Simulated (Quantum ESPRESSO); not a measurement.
# Dipole at the next field: arsenene, 1 layer

**Set-up.** Quantum ESPRESSO 7.5, PBE, GBRV ultrasoft; sawtooth field along the normal with dipole correction, ions clamped, threshold 1e-9 Ry; cell area 11.271 Å².

```tsv
field (V/Å)	dipole (e Å a cell)
0	0.00000
0.1	0.02496
0.2	0.04986
```

**Question.** What is the dipole at 0.3 V/Å, and what electrostatic thickness 4πα/A follows from the rows?

By hand: The slope is (0.04986 − (0.00000))/0.2 = 0.2493 e Å²/V, so 4πα/A = 180.95 × 0.2493/11.271 = 4.00 Å. Linear response gives p = 0.00000 + 0.2493 × (0.3) = 0.07479 e Å; a parabola through the three rows gives 0.07470.

**The withheld run.** p = 0.07487 e Å. The line misses by 0.1 % of the induced dipole and the parabola by 0.2 %. The response is linear over this range.

**Limits.** Electrons alone respond; local and semilocal functionals tend to overscreen.

[Logs are printed without paths, hosts, clocks, repeated set-up lines and the standing remarks that a program may print on its own settings, such as how far it seeks lower states.]
